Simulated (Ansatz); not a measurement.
WSeS (2H monolayer), computed twice by G0W0.

The cell holds 3 atoms: 1 W, 1 S and 1 Se. Cell: a = 3.185 Å, b = 3.185 Å, c = 29.700 Å, α = 90.0°, β = 90.0°, γ = 120.0°. Vacuum lies along c.

```xyz
3
Lattice="3.1854 0.0000 0.0000 -1.5927 2.7586 0.0000 0.0000 0.0000 29.7000" Properties=species:S:1:pos:R:3
W     0.0000    1.8391   14.9357
S     1.5927    0.9195   16.4628
Se    1.5927    0.9195   13.2372
```

The structure was relaxed with LDA. The runs that relaxed it are not among those shown. Spin-orbit coupling is left out unless a run names it.

The first (Ansatz 0.2.0; start LDA, 9×9×1 mesh, 347 empty bands, screening to 70 eV, PAW set soft_1 files; 1 × NVIDIA H100 80GB HBM3 (shared by 6 runs) with 3 threads of AMD EPYC 7R13 (Zen 3), shared host) gave, on its mesh: starting gap 1.88 eV, G0W0 gap 2.63 eV, mean of 1 + 4πα/V (set by the cell height) 2.95, 44 s.

Question: The second changes empty bands from 347 to 138 and screening cutoff (eV) from 70.0 to 38. What does it give?

It gave: starting gap 1.88 eV, G0W0 gap 2.59 eV, mean of 1 + 4πα/V (set by the cell height) 2.96, 25 s. The G0W0 gap moves by −0.04 eV, +0.00 eV from the start and −0.04 eV from the correction.

Limits: not at the basis limit; coarse mesh for a sheet; no spin-orbit coupling.

[Paths, hosts, dates, memory and timing lines, banners, echoed tables and standing remarks are left out of the program output.]

[Logs are printed without paths, hosts, clocks, repeated set-up lines and the standing remarks that a program may print on its own settings, such as how far it seeks lower states.]

[Runs of the session that timed out or met a known fault of the program may be left out.]

[Cells called generated may have been cut or substituted from an entry of the Crystallography Open Database or the Materials Project.]

[Hosts, paths, dates, database ids (printed as entryN), source tags and the programs' standing remarks are cut or masked in the printed files.]
